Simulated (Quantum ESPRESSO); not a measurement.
# How LiF (Griceite) absorbs and reflects light, part 3 of 3

Wanted: where LiF (Griceite) starts to absorb, how strongly, and its refractive index.

Quantum ESPRESSO 7.5; DFT, PBE, plane waves with norm-conserving potentials (PseudoDojo), scalar-relativistic, independent-particle optical response without local fields and without the non-local commutator.

So far. Step 2 (Ground state): There is a gap, 9.11 eV on this mesh (points off the mesh can give less), so no carriers' term is needed.

### 5. Dielectric function

With the density converged, the vertical transitions are summed over the zone.

This step: DFT, PBE, plane waves with norm-conserving potentials (PseudoDojo), scalar-relativistic, independent-particle optical response without local fields and without the non-local commutator (Quantum ESPRESSO 7.5).

epsilon.in

```
&inputpp
  prefix = 'x'
  outdir = './tmp'
  calculation = 'eps'
/
&energy_grid
  smeartype = 'gauss'
  intersmear = 0.4
  wmin = 0.0
  wmax = 22
  nw = 500
/
```

The run is started by

```console
> mpirun -n 4 epsilon.x -nk 4 -in epsilon.in
```

Output:

```text
[banner, memory and clock lines left out]

     Broadcasting variables...

     IMPORTANT: XC functional enforced from input :
     Exchange-correlation= PBE
                           (   1   4   3   4   0   0   0)
     Any further DFT definition will be discarded

     G-vector sticks info

     Fermi energy [eV] is:  0.90777
     The system is a dielectric...
     metallic system: redefining wmin =     0.000000

     Performing eps calculation...

     xx,yy,zz plasmon frequences [eV] are:    16.369368476   16.369368477   16.369368476
```

It took 2.6 s on 4 MPI ranks of Arm Neoverse N1, shared host; peak memory 0.04 GiB.

Read-outs, printed or worked out from the files:

- electronic dielectric constant ε∞, mean over x, y and z (by symmetry where fewer were run): 2.420
- main peak of Im epsilon, first axis: 11.34 eV

Values under the direct gap are tails of Lorentzian lines. Table of Im ε, any direction by photon energy; read off at these points:

| photon energy (eV) | Im ε, any direction |
| --- | --- |
| 0.00 | 0 |
| 0.50 | 0.00150 |
| 1.00 | 0.00303 |
| 1.50 | 0.00462 |
| 2.00 | 0.00632 |
| 2.50 | 0.00815 |
| 3.00 | 0.0102 |
| 3.50 | 0.0125 |
| 4.00 | 0.0151 |
| 4.50 | 0.0183 |
| 5.00 | 0.0221 |
| 5.50 | 0.0268 |
| 6.00 | 0.0328 |
| 6.50 | 0.0409 |
| 7.00 | 0.0522 |
| 7.50 | 0.0693 |
| 8.00 | 0.0979 |
| 8.50 | 0.157 |
| 9.00 | 0.375 |
| 9.50 | 1.12 |
| 10.00 | 1.83 |
| 10.50 | 2.52 |
| 11.00 | 3.85 |
| 11.33 | 4.35 |
| 11.50 | 4.24 |
| 12.00 | 3.76 |
| 12.50 | 2.95 |
| 13.00 | 2.55 |
| 13.50 | 2.07 |
| 14.00 | 1.72 |
| 14.50 | 1.24 |
| 15.00 | 1.05 |
| 15.50 | 0.730 |
| 16.00 | 1.02 |
| 16.50 | 1.21 |
| 17.00 | 2.22 |
| 17.06 | 2.28 |
| 17.50 | 1.63 |
| 18.00 | 1.08 |
| 18.50 | 1.49 |
| 19.00 | 2.19 |
| 19.50 | 3.53 |
| 20.00 | 3.04 |
| 20.50 | 2.42 |
| 21.00 | 2.51 |
| 21.50 | 2.12 |
| 22.00 | 0.890 |

Table of Re ε, any direction by photon energy:

| photon energy (eV) | Re ε, any direction |
| --- | --- |
| 0.0 | 2.42 |
| 0.5 | 2.42 |
| 1.0 | 2.43 |
| 1.5 | 2.44 |
| 2.0 | 2.45 |
| 2.5 | 2.47 |
| 3.0 | 2.49 |
| 3.5 | 2.52 |
| 4.0 | 2.55 |
| 4.5 | 2.60 |
| 5.0 | 2.65 |
| 5.5 | 2.71 |
| 6.0 | 2.78 |
| 6.5 | 2.87 |
| 7.0 | 2.99 |
| 7.5 | 3.14 |
| 8.0 | 3.34 |
| 8.5 | 3.64 |
| 9.0 | 4.15 |
| 9.5 | 4.47 |
| 10.0 | 4.49 |
| 10.5 | 4.51 |
| 11.0 | 4.17 |
| 11.5 | 2.43 |
| 12.0 | 1.41 |
| 12.5 | 0.782 |
| 13.0 | 0.613 |
| 13.5 | 0.279 |
| 14.0 | 0.665 |
| 14.5 | 0.506 |
| 15.0 | 0.919 |
| 15.5 | 1.20 |
| 16.0 | 1.73 |
| 16.5 | 1.91 |
| 17.0 | 1.80 |
| 17.5 | 0.929 |
| 18.0 | 1.39 |
| 18.5 | 1.96 |
| 19.0 | 2.19 |
| 19.5 | 1.46 |
| 20.0 | 0.181 |
| 20.5 | 0.0131 |
| 21.0 | -0.313 |
| 21.5 | -1.20 |
| 22.0 | -1.02 |

The reflectivity at normal incidence, any direction by photon energy; read off at these points:

photon energy (eV), reflectivity at normal incidence, any direction (%) and a bar:
```
     0.00        4.7 #
     0.50        4.7 #
     1.00        4.8 #
     1.50        4.8 #
     2.00        4.9 #
     2.50        4.9 ##
     3.00        5.0 ##
     3.50        5.2 ##
     4.00        5.3 ##
     4.50        5.5 ##
     5.00        5.7 ##
     5.50        6.0 ##
     6.00        6.3 ##
     6.50        6.6 ###
     7.00        7.1 ###
     7.50        7.7 ###
     8.00        8.6 ####
     8.50        9.8 #####
     9.00       11.8 ######
     9.50       13.6 #######
    10.00       15.0 ########
    10.50       16.7 #########
    11.00       20.1 ###########
    11.33       21.4 ############
    11.50       21.2 ############
    12.00       20.7 ############
    12.50       18.8 ###########
    13.00       17.5 ##########
    13.50       17.3 ##########
    14.00       11.9 ######
    14.50        9.8 #####
    15.00        5.4 ##
    15.50        2.6 
    16.00        4.8 #
    16.50        6.1 ##
    17.00       11.6 ######
    17.11       12.5 ######
    17.50        9.7 #####
    18.00        4.8 #
    18.50        7.6 ###
    19.00       11.5 ######
    19.50       19.4 ###########
    20.00       22.9 #############
    20.50       21.6 ############
    21.00       25.3 ###############
    21.50       37.2 #######################
    22.00       48.6 ##############################
```

Values under the direct gap are tails of Lorentzian lines. The loss function −Im 1/ε at q → 0, any direction by energy loss; read off at these points:

| energy loss (eV) | loss function −Im 1/ε at q → 0, any direction |
| --- | --- |
| 0.00 | 0 |
| 0.50 | 2.6e-4 |
| 1.00 | 5.1e-4 |
| 1.50 | 7.8e-4 |
| 2.00 | 0.00105 |
| 2.50 | 0.00134 |
| 3.00 | 0.00164 |
| 3.50 | 0.00197 |
| 4.00 | 0.00232 |
| 4.50 | 0.00271 |
| 5.00 | 0.00315 |
| 5.50 | 0.00366 |
| 6.00 | 0.00425 |
| 6.50 | 0.00496 |
| 7.00 | 0.00585 |
| 7.50 | 0.00704 |
| 8.00 | 0.00877 |
| 8.50 | 0.0118 |
| 9.00 | 0.0216 |
| 9.50 | 0.0526 |
| 10.00 | 0.0779 |
| 10.50 | 0.0944 |
| 11.00 | 0.120 |
| 11.50 | 0.178 |
| 12.00 | 0.233 |
| 12.50 | 0.317 |
| 13.00 | 0.370 |
| 13.50 | 0.475 |
| 14.00 | 0.506 |
| 14.50 | 0.692 |
| 15.00 | 0.539 |
| 15.50 | 0.369 |
| 16.00 | 0.254 |
| 16.50 | 0.238 |
| 17.00 | 0.272 |
| 17.50 | 0.463 |
| 17.59 | 0.479 |
| 18.00 | 0.350 |
| 18.50 | 0.246 |
| 19.00 | 0.228 |
| 19.50 | 0.242 |
| 20.00 | 0.327 |
| 20.50 | 0.414 |
| 21.00 | 0.392 |
| 21.50 | 0.357 |
| 22.00 | 0.483 |

The refractive index n and extinction k by photon energy:

| photon energy (eV) | n | k |
| --- | --- | --- |
| 0.0 | 1.56 | 0 |
| 0.5 | 1.56 | 4.8e-4 |
| 1.0 | 1.56 | 9.7e-4 |
| 1.5 | 1.56 | 0.00148 |
| 2.0 | 1.57 | 0.00202 |
| 2.5 | 1.57 | 0.00260 |
| 3.0 | 1.58 | 0.00323 |
| 3.5 | 1.59 | 0.00393 |
| 4.0 | 1.60 | 0.00474 |
| 4.5 | 1.61 | 0.00567 |
| 5.0 | 1.63 | 0.00679 |
| 5.5 | 1.65 | 0.00814 |
| 6.0 | 1.67 | 0.00985 |
| 6.5 | 1.69 | 0.0121 |
| 7.0 | 1.73 | 0.0151 |
| 7.5 | 1.77 | 0.0196 |
| 8.0 | 1.83 | 0.0268 |
| 8.5 | 1.91 | 0.0412 |
| 9.0 | 2.04 | 0.0919 |
| 9.5 | 2.13 | 0.262 |
| 10.0 | 2.16 | 0.424 |
| 10.5 | 2.20 | 0.574 |
| 11.0 | 2.22 | 0.867 |
| 11.5 | 1.91 | 1.11 |
| 12.0 | 1.65 | 1.14 |
| 12.5 | 1.38 | 1.07 |
| 13.0 | 1.27 | 1.00 |
| 13.5 | 1.09 | 0.951 |
| 14.0 | 1.12 | 0.768 |
| 14.5 | 0.960 | 0.645 |
| 15.0 | 1.08 | 0.489 |
| 15.5 | 1.14 | 0.319 |
| 16.0 | 1.37 | 0.373 |
| 16.5 | 1.44 | 0.420 |
| 17.0 | 1.53 | 0.727 |
| 17.5 | 1.18 | 0.688 |
| 18.0 | 1.25 | 0.432 |
| 18.5 | 1.49 | 0.502 |
| 19.0 | 1.63 | 0.674 |
| 19.5 | 1.62 | 1.09 |
| 20.0 | 1.27 | 1.20 |
| 20.5 | 1.10 | 1.10 |
| 21.0 | 1.05 | 1.19 |
| 21.5 | 0.788 | 1.35 |
| 22.0 | 0.408 | 1.09 |

At chosen wavelengths:

| wavelength (nm) | n | k | R (%) | 1/α |
| --- | --- | --- | --- | --- |
| 1550 | 1.56 | 0.001 | 4.7 | 159 µm |
| 1064 | 1.56 | 0.001 | 4.8 | 74 µm |
| 800 | 1.56 | 0.002 | 4.8 | 42 µm |
| 633 | 1.57 | 0.002 | 4.9 | 26 µm |
| 365 | 1.59 | 0.004 | 5.1 | 7.7 µm |
| 308 | 1.60 | 0.005 | 5.3 | 5.1 µm |
| 248 | 1.63 | 0.007 | 5.7 | 2.9 µm |

Below the direct gap, k and the depth come from the tails of the Lorentzian lines, not from transitions.

### 6. What came out

| Property | Result |
| --- | --- |
| electronic dielectric constant ε∞, mean over x, y and z (by symmetry where fewer were run) (independent particles) | 2.42 |
| main peak of Im epsilon, first axis | 11.3 eV |

What this shows: At this level (PBE, independent particles) LiF has ε∞ = 2.42 and n = 1.56 at 1550 nm, and Im ε peaks at 11.3 eV. Distinct maxima of Im ε, read by a parabola through the highest points, lie at 11.34 eV (4.4), 17.07 eV (2.3) and 19.55 eV (3.5). Excitons and phonon-assisted transitions are missing, and so are local fields; PBE gaps are as a rule too small, which pulls the onset down and ε∞ up. epsilon.x leaves out the commutator of the non-local potential, so its intensities are off, as a rule too high. The sum runs over mesh points, so small or evenly spaced maxima can still be ripples of the mesh.

[Machine, clock, banner and «Message from routine» lines are left out of the logs.]

[Logs are printed without paths, hosts, clocks, repeated set-up lines and the standing remarks that a program may print on its own settings, such as how far it seeks lower states.]

[Hosts, paths, dates, database ids (printed as entryN), source tags and the programs' standing remarks are cut or masked in the printed files.]
